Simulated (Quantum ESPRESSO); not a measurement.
**MnS (Alabandite): which magnetic order is lowest**

Does MnS (Alabandite) prefer parallel or opposed moments, or none?

Main program and level: Quantum ESPRESSO 7.5; PBE with U = 4 eV on Mn d (ortho-atomic projectors); plane waves with GBRV 1.5 PBE potentials, no spin-orbit coupling.

## 1. The starting structure

It takes space group Fm-3m (No. 225, cubic). Conventional cell: a = 5.224 Å, b = 5.224 Å, c = 5.224 Å, α = 90.00°, β = 90.00°, γ = 90.00°. Mn has 6 S at 2.61 Å nearest. Nearest to S lie 6 Mn at 2.61 Å. Farther neighbours and most contacts between anions are not listed.

The cell comes from the Crystallography Open Database.

## 2. Run 1, typed as ferro +

The signs are those of the starting moments on the seeded atoms, the atoms that are given a moment.

pw.in

```
&CONTROL
  calculation = 'scf'
  prefix = 'pwscf'
  outdir = './tmp'
  pseudo_dir = './pseudo'
  disk_io = 'nowf'
/
&SYSTEM
  ibrav = 0
  celldm(1) = 8
  nat = 2
  ntyp = 2
  ecutwfc = 40
  ecutrho = 280
  nbnd = 19
  occupations = 'smearing'
  smearing = 'fd'
  degauss = 0.00367493
  nspin = 2
  starting_magnetization(1) = 0.3
  starting_magnetization(2) = 0
/
&ELECTRONS
  conv_thr = 4d-09
  electron_maxstep = 150
  mixing_beta = 0.3
/
ATOMIC_SPECIES
Mn     54.9380 mn_pbe_v1.5.uspp.F.UPF
S      32.0600 s_pbe_v1.4.uspp.F.UPF
CELL_PARAMETERS alat
   0.0000000000000    0.6169483365372    0.6169483365372
   0.6169483365372    0.0000000000000    0.6169483365372
   0.6169483365372    0.6169483365372    0.0000000000000
ATOMIC_POSITIONS crystal
Mn      0.0000000000    0.0000000000    0.0000000000
S       0.5000000000    0.5000000000    0.5000000000
K_POINTS automatic
8 8 8 0 0 0
HUBBARD {ortho-atomic}
U Mn-3d 4.0000
```

The run is started by

```bash
OMP_NUM_THREADS=1 mpirun -n 4 pw.x -nk 4 -in pw.in > pw.out
```

Output:

```text
Program PWSCF v.7.5 starts

     Message from routine setup:
     using ibrav=0 with symmetry is DISCOURAGED, use correct ibrav instead

     K-points division:     npool     =       4
     Subspace diagonalization in iterative solution of the eigenvalue problem:

     G-vector sticks info
     --------------------
     sticks:   dense  smooth     PW     G-vecs:    dense   smooth      PW
     Sum         955     535    163                19027     8099    1459

     Using Slab Decomposition

     bravais-lattice index     =            0
     lattice parameter (alat)  =       8.0000  a.u.
     unit-cell volume          =     240.4619 (a.u.)^3
     number of atoms/cell      =            2
     number of atomic types    =            2
     number of electrons       =        21.00
     number of Kohn-Sham states=           19
     kinetic-energy cutoff     =      40.0000  Ry
     charge density cutoff     =     280.0000  Ry
     scf convergence threshold =      4.0E-09
     mixing beta               =       0.3000
     number of iterations used =            8  plain     mixing
     Exchange-correlation=  SLA  PW   PBX  PBC
                           (   1   4   3   4   0   0   0)
     Hubbard projectors: ortho-atomic
     Hubbard parameters of DFT+U (Dudarev formulation) in eV:
     U(Mn-3d) =  4.0000

     Internal variables: lda_plus_u =T, lda_plus_u_kind = 0

     Internal variables: orbital_resolved =F, hub_pot_fix =F, apply_U = F

     celldm(1)=   8.000000  celldm(2)=   0.000000  celldm(3)=   0.000000
     celldm(4)=   0.000000  celldm(5)=   0.000000  celldm(6)=   0.000000

     crystal axes: (cart. coord. in units of alat)
               a(1) = (   0.000000   0.616948   0.616948 )
               a(2) = (   0.616948   0.000000   0.616948 )
               a(3) = (   0.616948   0.616948   0.000000 )

     reciprocal axes: (cart. coord. in units 2 pi/alat)
               b(1) = ( -0.810441  0.810441  0.810441 )
               b(2) = (  0.810441 -0.810441  0.810441 )
               b(3) = (  0.810441  0.810441 -0.810441 )

     PseudoPot. # 1 for Mn read from file:
     mn_pbe_v1.5.uspp.F.UPF
     Pseudo is Ultrasoft + core correction, Zval = 15.0
     Generated by new atomic code, or converted to UPF format
     Using radial grid of  859 points,  6 beta functions with:
                l(1) =   0
                l(2) =   0
                l(3) =   1
                l(4) =   1
                l(5) =   2
                l(6) =   2
     Q(r) pseudized with  8 coefficients,  rinner =    0.950   0.950   0.950
                                                       0.950   0.950

     PseudoPot. # 2 for S  read from file:
     s_pbe_v1.4.uspp.F.UPF
     Pseudo is Ultrasoft + core correction, Zval =  6.0
     Generated by new atomic code, or converted to UPF format
     Using radial grid of  907 points,  6 beta functions with:
                l(1) =   0
                l(2) =   0
                l(3) =   1
                l(4) =   1
                l(5) =   2
                l(6) =   2
     Q(r) pseudized with  8 coefficients,  rinner =    1.300   1.300   1.300
                                                       1.300   1.300

     atomic species   valence    mass     pseudopotential
     Mn               15.00    54.93800     Mn( 1.00)
     S                 6.00    32.06000     S ( 1.00)

     Starting magnetic structure
     atomic species   magnetization
     Mn              0.300
     S               0.000

     48 Sym. Ops., with inversion, found

   Cartesian axes

     site n.     atom                  positions (alat units)
         1        Mn     tau(   1) = (   0.0000000   0.0000000   0.0000000  )
         2        S      tau(   2) = (   0.6169483   0.6169483   0.6169483  )

     number of k points=    29  Fermi-Dirac smearing, width (Ry)=  0.0037
                       cart. coord. in units 2pi/alat
        k(    1) = (   0.0000000   0.0000000   0.0000000), wk =   0.0019531
        k(    2) = (   0.1013051   0.1013051  -0.1013051), wk =   0.0156250
        k(    3) = (   0.2026102   0.2026102  -0.2026102), wk =   0.0156250
        k(    4) = (   0.3039152   0.3039152  -0.3039152), wk =   0.0156250
        k(    5) = (  -0.4052203  -0.4052203   0.4052203), wk =   0.0078125
        [... 24 further k-points ...]

     Dense  grid:    19027 G-vectors     FFT dimensions: (  40,  40,  40)

     Smooth grid:     8099 G-vectors     FFT dimensions: (  30,  30,  30)

     Check: negative core charge=   -0.000037
     Generating pointlists ...
     new r_m :   0.2545 (alat units)  2.0359 (a.u.) for type    1
     new r_m :   0.2545 (alat units)  2.0359 (a.u.) for type    2

     Initial potential from superposition of free atoms

     starting charge      20.4999, renormalised to      21.0000

     STARTING HUBBARD OCCUPATIONS:

     =================== HUBBARD OCCUPATIONS ===================
     ------------------------ ATOM    1 ------------------------
     Tr[ns(  1)] (up, down, total) =   5.00000  0.00000  5.00000
     Atomic magnetic moment for atom   1 =   5.00000
     [... lines left out ...]
     Number of occupied Hubbard levels =    5.0000

     Atomic wfc used for Hubbard projectors are orthogonalized

     Starting wfcs are   17 randomized atomic wfcs +    2 random wfcs

     Self-consistent Calculation

     iteration #  1     ecut=    40.00 Ry     beta= 0.30
     Davidson diagonalization with overlap
     ethr =  1.00E-02,  avg # of iterations =  5.9

     =================== HUBBARD OCCUPATIONS ===================
     ------------------------ ATOM    1 ------------------------
     Tr[ns(  1)] (up, down, total) =   4.86704  0.13533  5.00237
     Atomic magnetic moment for atom   1 =   4.73172
     [... lines left out ...]
     Number of occupied Hubbard levels =    5.0024

     total energy              =    -235.23621768 Ry
     estimated scf accuracy    <       0.48371896 Ry

     total magnetization       =     5.00 Bohr mag/cell
     absolute magnetization    =     5.00 Bohr mag/cell

     iteration #  2     ecut=    40.00 Ry     beta= 0.30
     Davidson diagonalization with overlap
     ethr =  2.30E-03,  avg # of iterations =  1.6

     total energy              =    -235.31767330 Ry
     estimated scf accuracy    <       0.02343935 Ry

     total magnetization       =     5.00 Bohr mag/cell
     absolute magnetization    =     5.00 Bohr mag/cell

     iteration #  3     ecut=    40.00 Ry     beta= 0.30
     Davidson diagonalization with overlap
     ethr =  1.12E-04,  avg # of iterations =  3.7

     negative rho (up, down):  0.000E+00 4.520E-04

     total energy              =    -235.32575485 Ry
     estimated scf accuracy    <       0.00896147 Ry

     total magnetization       =     5.00 Bohr mag/cell
     absolute magnetization    =     5.00 Bohr mag/cell

     [... further iterations left out ...]

     iteration #  8     ecut=    40.00 Ry     beta= 0.30
     Davidson diagonalization with overlap
     ethr =  6.56E-08,  avg # of iterations =  2.0

     negative rho (up, down):  0.000E+00 4.883E-04

     total energy              =    -235.32655441 Ry
     estimated scf accuracy    <       0.00000085 Ry

     total magnetization       =     5.00 Bohr mag/cell
     absolute magnetization    =     5.00 Bohr mag/cell

     iteration #  9     ecut=    40.00 Ry     beta= 0.30
     Davidson diagonalization with overlap
     ethr =  4.03E-09,  avg # of iterations =  2.1

     negative rho (up, down):  0.000E+00 4.877E-04

     total energy              =    -235.32655456 Ry
     estimated scf accuracy    <       0.00000018 Ry

     total magnetization       =     5.00 Bohr mag/cell
     absolute magnetization    =     5.00 Bohr mag/cell

     iteration # 10     ecut=    40.00 Ry     beta= 0.30
     Davidson diagonalization with overlap
     ethr =  8.53E-10,  avg # of iterations =  2.3

     negative rho (up, down):  0.000E+00 4.877E-04

     total energy              =    -235.32655464 Ry
     estimated scf accuracy    <          4.8E-09 Ry

     total magnetization       =     5.00 Bohr mag/cell
     absolute magnetization    =     5.00 Bohr mag/cell

     iteration # 11     ecut=    40.00 Ry     beta= 0.30
     Davidson diagonalization with overlap
     ethr =  2.30E-11,  avg # of iterations =  3.6

     negative rho (up, down):  0.000E+00 4.876E-04

     Magnetic moment per site  (integrated on atomic sphere of radius R)
     atom   1 (R=0.254)  charge= 13.1455  magn=  4.5142
     atom   2 (R=0.254)  charge=  4.7371  magn=  0.1119

     End of self-consistent calculation

     =================== HUBBARD OCCUPATIONS ===================
     ------------------------ ATOM    1 ------------------------
     Tr[ns(  1)] (up, down, total) =   4.97277  0.25791  5.23068
     Atomic magnetic moment for atom   1 =   4.71487
     [... lines left out ...]
     Number of occupied Hubbard levels =    5.2307

     [... lines left out ...]
     the Fermi energy is    10.4713 ev

!    total energy              =    -235.32655466 Ry
     estimated scf accuracy    <          1.3E-09 Ry
     smearing contrib. (-TS)   =      -0.00000013 Ry
     internal energy E=F+TS    =    -235.32655452 Ry

     The total energy is F=E-TS. E is the sum of the following terms:
     one-electron contribution =    -133.09390712 Ry
     hartree contribution      =      74.08988380 Ry
     xc contribution           =     -35.26359277 Ry
     ewald contribution        =    -141.09780736 Ry
     Hubbard energy            =       0.03886892 Ry

     total magnetization       =     5.00 Bohr mag/cell
     absolute magnetization    =     5.00 Bohr mag/cell

     convergence has been achieved in  11 iterations

=------------------------------------------------------------------------------=
   JOB DONE.
=------------------------------------------------------------------------------=
```

It took 6.6 s on 4 MPI ranks of Intel Xeon Platinum 8488C (Sapphire Rapids), shared host; peak memory 0.35 GiB.

Spin moment in the atom's sphere by atom:

```csv
atom,spin moment in the atom's sphere (μB)
Mn1,4.51
S2,0.11
```

Numbers from this step:

* smearing term TS: 1.80e-6 eV
* magnetization: 5 μB
* absolute magnetization: 5 μB
* final state: ferromagnetic

Spin density in the ac plane of the conventional cell at fractional y = 0.000, with atoms of Mn and S within 0.2 Å of it.

Values in e/Å³, 14 rows by 14 columns, each cell a mean:
```
5.1 1.9 0.3 0.1 0.0 0.0 0.0 0.0 0.0 0.0 0.0 0.1 0.9 3.8
1.1 0.5 0.1 0.0 0.0 0.0 0.0 0.0 0.0 0.0 0.0 0.1 0.3 0.9
0.2 0.1 0.0 0.0 0.0 0.0 0.0 0.0 0.0 0.0 0.0 0.0 0.1 0.1
0.0 0.0 0.0 0.0 0.0 0.0 0.1 0.1 0.0 0.0 0.0 0.0 0.0 0.0
0.0 0.0 0.0 0.0 0.0 0.1 0.3 0.4 0.2 0.1 0.0 0.0 0.0 0.0
0.0 0.0 0.0 0.0 0.1 0.5 1.9 2.5 1.0 0.2 0.0 0.0 0.0 0.0
0.0 0.0 0.0 0.0 0.2 1.1 5.1 6.4 2.5 0.4 0.1 0.0 0.0 0.0
0.0 0.0 0.0 0.0 0.1 0.9 3.8 5.1 1.9 0.3 0.1 0.0 0.0 0.0
0.0 0.0 0.0 0.0 0.1 0.3 0.9 1.1 0.5 0.1 0.0 0.0 0.0 0.0
0.0 0.0 0.0 0.0 0.0 0.1 0.1 0.2 0.1 0.0 0.0 0.0 0.0 0.0
0.1 0.0 0.0 0.0 0.0 0.0 0.0 0.0 0.0 0.0 0.0 0.0 0.0 0.1
0.4 0.2 0.1 0.0 0.0 0.0 0.0 0.0 0.0 0.0 0.0 0.0 0.1 0.3
2.5 1.0 0.2 0.0 0.0 0.0 0.0 0.0 0.0 0.0 0.0 0.1 0.5 1.9
6.4 2.5 0.4 0.1 0.0 0.0 0.0 0.0 0.0 0.0 0.0 0.2 1.1 5.1
```
Columns run along a (5.2 Å), rows up along c (5.2 Å), edges of the conventional cell, whose origin can differ from the input's. Atoms in or near the plane, at fractional coordinates: Mn at (0.00, 0.00), Mn at (0.50, 0.50), S at (0.50, 0.00), S at (0.00, 0.50).

Valence density in the ac plane of the conventional cell at fractional y = 0.000, with atoms of Mn and S within 0.2 Å of it. It is the smooth field of the valence electrons, not physical close to the nuclei.

Ten steps, logarithmic in the rise over the least value, from '0' (0 e/Å³) to '9' (15 e/Å³), each cell a mean:
```
98312433431269
64101344321136
21000123210012
21000011100011
33100133200123
44311488621234
44322699831343
34312699831243
43211366410134
32100122100012
11000112100001
32001233310013
86212344431148
98313434432269
```
Columns run along a (5.2 Å), rows up along c (5.2 Å), edges of the conventional cell, whose origin can differ from the input's. Atoms in or near the plane, at fractional coordinates: Mn at (0.00, 0.00), Mn at (0.50, 0.50), S at (0.50, 0.00), S at (0.00, 0.50).

(Part 1 of 2 ends here.)

[Logs and program files are shortened in this print: banners, set-up blocks, solver, clock and traceback lines can be left out without a mark of their own.]

[Logs are printed without paths, hosts, clocks, repeated set-up lines and the standing remarks that a program may print on its own settings, such as how far it seeks lower states.]

[Hosts, paths, dates, database ids (printed as entryN), source tags and the programs' standing remarks are cut or masked in the printed files.]

[Where a cell is said to come from a database of computed structures, the database is the Materials Project.]
